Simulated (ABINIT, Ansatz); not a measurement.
# Al3In (Fm-3m): zone-centre phonons, part 2 of 3

Aim: the zone-centre modes of Al3In (Fm-3m).

ABINIT 10.8.3; DFT LDA, scalar-relativistic, plane waves, HGH norm-conserving pseudopotentials.

So far. Step 2 (Relaxation): The volume changes by -2.3 % from the cell with which this run began. The relaxed cell has a = 6.636 Å (conventional setting).

The structure was built from a prototype and need not be the compound's stable phase.

## 4. Zone-centre response

At q = 0 one unit cell holds all displacements. The response is solved for single atoms along the cell's directions, and symmetry skips those that follow from others. The crystal is treated as a metal, which screens a static field, so no field response is asked.

Contents of dfpt_gamma.abi:

```

# common to the responses
getwfk_filepath "gso_WFK"
kptopt 2
nqpt 1
qpt 0.0 0.0 0.0
asr 0
chneut 0

# displacements
rfphon 1
rfatpol 1 4
rfdir 1 1 1
tolvrs 1.0d-10
prtwf 0

# basis, mesh and filling
ecut 20.0
ixc 7
ngkpt 8 8 8
nshiftk 1
shiftk 0.0 0.0 0.0
istwfk *1
occopt 7
tsmear 0.01
nband 12
nstep 100
diemac 1000000.0
prtebands 0
prtgsr 0
useylm 1

# cell and atoms
acell 3*1.0 Angstrom
rprim 
    -3.318029356 0.0 3.318029356
    0.0 3.318029356 3.318029356
    -3.318029356 3.318029356 0.0
ntypat 2
znucl 49 13
natom 4
typat 1 2 2 2
xred 
    0.0 0.0 0.0
    0.5 0.5 0.5
    0.75 0.75 0.75
    0.25 0.25 0.25
pp_dirpath "./pseudo"
pseudos "In.hgh, Al.hgh"
```

Launch:

```
OMP_NUM_THREADS=1 mpirun -n 4 abinit dfpt_gamma.abi > dfpt_gamma.log
```

Numbers of over 12 decimals in the logs are rounded to 6 here.

dfpt_gamma.abo, the main output file:

```text
[banners, grids, parts of the stress and lines that vanish by symmetry left out]
- input  file    -> dfpt_gamma.abi
- output file    -> dfpt_gamma.abo
- root for input  files -> dfpt_gammai
- root for output files -> dfpt_gammao

 Symmetries : space group Fm -3 m (#225); Bravais cF (face-center cubic)
================================================================================
 Values of the parameters that define the memory need of the present run (RF).
     intxc =       0      iscf =       7    lmnmax =      14     lnmax =       6
     mgfft =      36  mpssoang =       3    mqgrid =    3001     natom =       4
  nloc_mem =       1    nspden =       1   nspinor =       1    nsppol =       1
      nsym =      48    n1xccc =       0    ntypat =       2    occopt =       7
   xclevel =       1
-    mband =          12        mffmem =           1         mkmem =          65
-   mkqmem =          65        mk1mem =          65           mpw =        2148
      nfft =       46656          nkpt =         260
- my_mband =          12
================================================================================
================================================================================

--------------------------------------------------------------------------------
------------- Echo of variables that govern the present computation ------------
--------------------------------------------------------------------------------
-
- outvars: echo of selected default values
-   iomode0 =  0 , fftalg0 =312 , wfoptalg0 =  0
-
- outvars: echo of global parameters not present in the input file
-  max_nthreads =    1
-
 -outvars: echo values of preprocessed input variables
 [... echo left out ...]
================================================================================

 chkinp: Checking input parameters for consistency.

[...]
== DATASET  1 ==================================================================
-   mpi_nproc: 4, omp_nthreads: 1 (-1 if OMP is not activated)

--- !DatasetInfo
iteration_state: {dtset: 1, }
dimensions: {natom: 4, nkpt: 260, mband: 12, nsppol: 1, nspinor: 1, nspden: 1, mpw: 2148, }
cutoff_energies: {ecut:  20.0, pawecutdg:  -1.0, }
electrons: {nelect:   1.20000000E+01, charge:   0.00000000E+00, occopt:   7.00000000E+00, tsmear:   1.00000000E-02, }
meta: {optdriver: 1, rfphon: 1, }
...

 mkfilename: getwfk from: gso_WFK

 Exchange-correlation functional for the present dataset will be:
  LDA: Perdew-Wang 92 LSD fit to Ceperley-Alder data - ixc=7
 Citation for XC functional:
  J.P.Perdew and Y.Wang, PRB 45, 13244 (1992)

 Real(R)+Recip(G) space primitive vectors, cartesian coordinates (Bohr,Bohr^-1):
 R(1)= -6.2701668  0.0000000  6.2701668  G(1)= -0.0797427 -0.0797427  0.0797427
 R(2)=  0.0000000  6.2701668  6.2701668  G(2)=  0.0797427  0.0797427  0.0797427
 R(3)= -6.2701668  6.2701668  0.0000000  G(3)= -0.0797427  0.0797427 -0.0797427
 Unit cell volume ucvol=  4.9302310E+02 bohr^3
 Angles (23,13,12)=  6.00000000E+01  6.00000000E+01  6.00000000E+01 degrees
 setup1 : take into account q-point for computing boxcut.

 getcut: wavevector=  0.0000  0.0000  0.0000  ngfft=  36  36  36
         ecut(hartree)=     20.000   => boxcut(ratio)=   2.01664

--- Pseudopotential description ------------------------------------------------
- pspini: atom type   1  psp file is ./pseudo/In.hgh

- pspini: atom type   2  psp file is ./pseudo/Al.hgh

  -9.42018020E+01                                ecore*ucvol(ha*bohr**3)
--------------------------------------------------------------------------------

 ==>  initialize data related to q vector <==

 The list of irreducible perturbations for this q vector is:
    1)    idir= 1    ipert=   1
    2)    idir= 1    ipert=   2
    3)    idir= 1    ipert=   3

[...]
The perturbation idir=   2  ipert=   1 is
 symmetric of a previously calculated perturbation.
 So, its SCF calculation is not needed.

 The perturbation idir=   3  ipert=   1 is
 symmetric of a previously calculated perturbation.
 So, its SCF calculation is not needed.

 The perturbation idir=   2  ipert=   2 is
 symmetric of a previously calculated perturbation.
 So, its SCF calculation is not needed.

 The perturbation idir=   3  ipert=   2 is
 symmetric of a previously calculated perturbation.
 So, its SCF calculation is not needed.

[...]
The perturbation idir=   2  ipert=   4 is
 symmetric of a previously calculated perturbation.
 So, its SCF calculation is not needed.

 The perturbation idir=   3  ipert=   4 is
 symmetric of a previously calculated perturbation.
 So, its SCF calculation is not needed.

--------------------------------------------------------------------------------
 Perturbation wavevector (in red.coord.)   0.000000  0.000000  0.000000
 Perturbation : displacement of atom   1   along direction   1
 Found     4 symmetries that leave the perturbation invariant.

[...]
dfpt_looppert : total number of electrons, from k and k+q
  fully or partially occupied states are    1.200000E+01 and    1.200000E+01.
 Initialisation of the first-order wave-functions :
  ireadwf=   0

--- !BeginCycle
iteration_state: {dtset: 1, }
solver: {iscf: 7, nstep: 100, nline: 4, wfoptalg: 0, }
tolerances: {tolvrs: 1.00E-10, }
...

     iter   2DEtotal(Ha)        deltaE(Ha) residm    vres2
-ETOT  1   11.840920878878     -3.714E+01 1.046E+00 2.130E+04
 ETOT  2   3.069645     -8.771E+00 2.881E-01 1.761E+02
 ETOT  3   2.998609     -7.104E-02 1.200E-02 3.923E-01
 ETOT  4   2.998452     -1.571E-04 1.950E-03 1.847E-03
 ETOT  5   2.998451     -9.391E-07 1.551E-04 1.974E-05
[...]
At SCF step    8       vres2   =  2.65E-12 < tolvrs=  1.00E-10 =>converged.
[...]
Mean square residual over all n,k,spin=   17.935E-10; max=  10.334E-07

 Thirteen components of 2nd-order total energy (hartree) are
 1,2,3: 0th-order hamiltonian combined with 1st-order wavefunctions
     kin0=   4.09779667E+01 eigvalue=  -2.52606526E+00  local=  -7.82991393E+00
 4,5,6: 1st-order hamiltonian combined with 1st and 0th-order wfs
 loc psp =  -3.27021752E+01  Hartree=   8.61469001E+00     xc=  -4.66646295E+00
 note that "loc psp" includes a xc core correction that could be resolved
 7,8,9: eventually, occupation + non-local contributions
    edocc=   4.71016004E+00     enl0=   6.69796570E+00   enl1=  -5.92545056E+01
 1-9 gives the relaxation energy (to be shifted if some occ is /=2.0)
   erelax=  -4.59783405E+01
 10,11,12 Non-relaxation  contributions : frozen-wavefunctions and Ewald
 fr.local=   2.02012593E-01 fr.nonlo=   3.07374064E+01  Ewald=   1.80373728E+01
 13,14 Frozen wf xc core corrections (1) and (2)
 frxc 1  =   0.00000000E+00  frxc 2 =   0.00000000E+00
 Resulting in :
 2DEtotal=    0.2998451330E+01 Ha. Also 2DEtotal=    0.815920172836E+02 eV
    (2DErelax=   -4.5978340473E+01 Ha. 2DEnonrelax=    4.8976791804E+01 Ha)
    (  non-var. 2DEtotal :    2.9984514011E+00 Ha)

[...]
Perturbation wavevector (in red.coord.)   0.000000  0.000000  0.000000
 Perturbation : displacement of atom   2   along direction   1
 Found     4 symmetries that leave the perturbation invariant.

[...]
dfpt_looppert : total number of electrons, from k and k+q
  fully or partially occupied states are    1.200000E+01 and    1.200000E+01.
 Initialisation of the first-order wave-functions :
  ireadwf=   0

--- !BeginCycle
iteration_state: {dtset: 1, }
solver: {iscf: 7, nstep: 100, nline: 4, wfoptalg: 0, }
tolerances: {tolvrs: 1.00E-10, }
...

     iter   2DEtotal(Ha)        deltaE(Ha) residm    vres2
-ETOT  1   17.252067938837     -3.007E+01 2.817E+00 3.316E+04
[...]
At SCF step    8       vres2   =  6.21E-12 < tolvrs=  1.00E-10 =>converged.
[...]
Mean square residual over all n,k,spin=   25.808E-10; max=  16.518E-07

 Thirteen components of 2nd-order total energy (hartree) are
 1,2,3: 0th-order hamiltonian combined with 1st-order wavefunctions
     kin0=   5.08447298E+01 eigvalue=  -3.49179744E+00  local=  -4.45451664E+01
 4,5,6: 1st-order hamiltonian combined with 1st and 0th-order wfs
 loc psp =   4.61730105E+01  Hartree=   1.11450076E+01     xc=  -4.96082191E+00
 note that "loc psp" includes a xc core correction that could be resolved
 7,8,9: eventually, occupation + non-local contributions
    edocc=   4.51355193E+00     enl0=   3.18611439E+01   enl1=  -1.36906306E+02
 1-9 gives the relaxation energy (to be shifted if some occ is /=2.0)
   erelax=  -4.53666477E+01
 10,11,12 Non-relaxation  contributions : frozen-wavefunctions and Ewald
 fr.local=  -4.43553079E+01 fr.nonlo=   7.36436659E+01  Ewald=   1.80373728E+01
 13,14 Frozen wf xc core corrections (1) and (2)
 frxc 1  =   0.00000000E+00  frxc 2 =   0.00000000E+00
 Resulting in :
 2DEtotal=    0.1959083036E+01 Ha. Also 2DEtotal=    0.533093651679E+02 eV
    (2DErelax=   -4.5366647749E+01 Ha. 2DEnonrelax=    4.7325730784E+01 Ha)
    (  non-var. 2DEtotal :    1.9590831511E+00 Ha)

[...]
Perturbation wavevector (in red.coord.)   0.000000  0.000000  0.000000
 Perturbation : displacement of atom   3   along direction   1
 Found     2 symmetries that leave the perturbation invariant.

--------------------------------------------------------------------------------

--------------------------------------------------------------------------------

 dfpt_looppert : total number of electrons, from k and k+q
  fully or partially occupied states are    1.200000E+01 and    1.200000E+01.
 Initialisation of the first-order wave-functions :
  ireadwf=   0

--- !BeginCycle
iteration_state: {dtset: 1, }
solver: {iscf: 7, nstep: 100, nline: 4, wfoptalg: 0, }
tolerances: {tolvrs: 1.00E-10, }
...

     iter   2DEtotal(Ha)        deltaE(Ha) residm    vres2
-ETOT  1   16.607674082552     -3.061E+01 3.323E+00 3.213E+04
[...]
ETOT  7   2.015330     -6.096E-11 3.584E-06 1.682E-09
 ETOT  8   2.015330     -9.308E-13 8.382E-07 5.593E-12

 At SCF step    8       vres2   =  5.59E-12 < tolvrs=  1.00E-10 =>converged.
[...]
Mean square residual over all n,k,spin=   10.419E-10; max=  83.817E-08

 Thirteen components of 2nd-order total energy (hartree) are
 1,2,3: 0th-order hamiltonian combined with 1st-order wavefunctions
     kin0=   5.12309223E+01 eigvalue=  -3.49259520E+00  local=  -4.47159801E+01
 4,5,6: 1st-order hamiltonian combined with 1st and 0th-order wfs
 loc psp =   4.70949333E+01  Hartree=   1.07808454E+01     xc=  -4.84753696E+00
 note that "loc psp" includes a xc core correction that could be resolved
 7,8,9: eventually, occupation + non-local contributions
    edocc=   4.39868332E+00     enl0=   3.18450210E+01   enl1=  -1.37493653E+02
 1-9 gives the relaxation energy (to be shifted if some occ is /=2.0)
   erelax=  -4.51993598E+01
 10,11,12 Non-relaxation  contributions : frozen-wavefunctions and Ewald
 fr.local=  -4.42792107E+01 fr.nonlo=   7.34565278E+01  Ewald=   1.80373728E+01
 13,14 Frozen wf xc core corrections (1) and (2)
 frxc 1  =   0.00000000E+00  frxc 2 =   0.00000000E+00
 Resulting in :
 2DEtotal=    0.2015330126E+01 Ha. Also 2DEtotal=    0.548399264800E+02 eV
    (2DErelax=   -4.5199359829E+01 Ha. 2DEnonrelax=    4.7214689955E+01 Ha)
    (  non-var. 2DEtotal :    2.0153301452E+00 Ha)

[...]
---- first-order wavefunction calculations are completed ----

 ==> Compute Derivative Database <==

 [... matrices left out ...]
  Phonon wavevector (reduced coordinates) :  0.00000  0.00000  0.00000
 Phonon energies in Hartree :
  -1.004690E-06 -1.004688E-06 -1.004683E-06  6.235952E-04  6.235952E-04
   6.235952E-04  7.102481E-04  7.102481E-04  7.102481E-04  9.152363E-04
   9.152363E-04  9.152363E-04
 Phonon frequencies in cm-1    :
- -2.205040E-01 -2.205036E-01 -2.205024E-01  1.368633E+02  1.368633E+02
-  1.368633E+02  1.558814E+02  1.558814E+02  1.558814E+02  2.008711E+02
-  2.008711E+02  2.008711E+02

== END DATASET(S) ==============================================================
================================================================================

 -outvars: echo values of variables after computation
            acell      1.8897261259E+00  1.8897261259E+00  1.8897261259E+00 Bohr
           etotal      2.0153301263E+00
            fcart      0.0000000000E+00  0.0000000000E+00  0.0000000000E+00
           strten      0.0000000000E+00  0.0000000000E+00  0.0000000000E+00
================================================================================
```

It took 42 s on 4 MPI ranks of Arm Neoverse V2, shared host.

Numbers from this step:

- largest acoustic frequency at the zone centre before the sum rule: -0.22 cm⁻¹
- highest optical zone-centre mode (no LO-TO term): 200.9 cm⁻¹
- lowest optical zone-centre mode: 136.9 cm⁻¹

The acoustic modes at Γ come out as far as 0.2 cm⁻¹ from zero, where they should vanish, a small numerical error.

[end of part 2 of 3]

[Host names and launcher messages were left out of these logs when they were recorded.]

[Logs are printed without paths, hosts, clocks, repeated set-up lines and the standing remarks that a program may print on its own settings, such as how far it seeks lower states.]

[Hosts, paths, dates, database ids (printed as entryN), source tags and the programs' standing remarks are cut or masked in the printed files.]
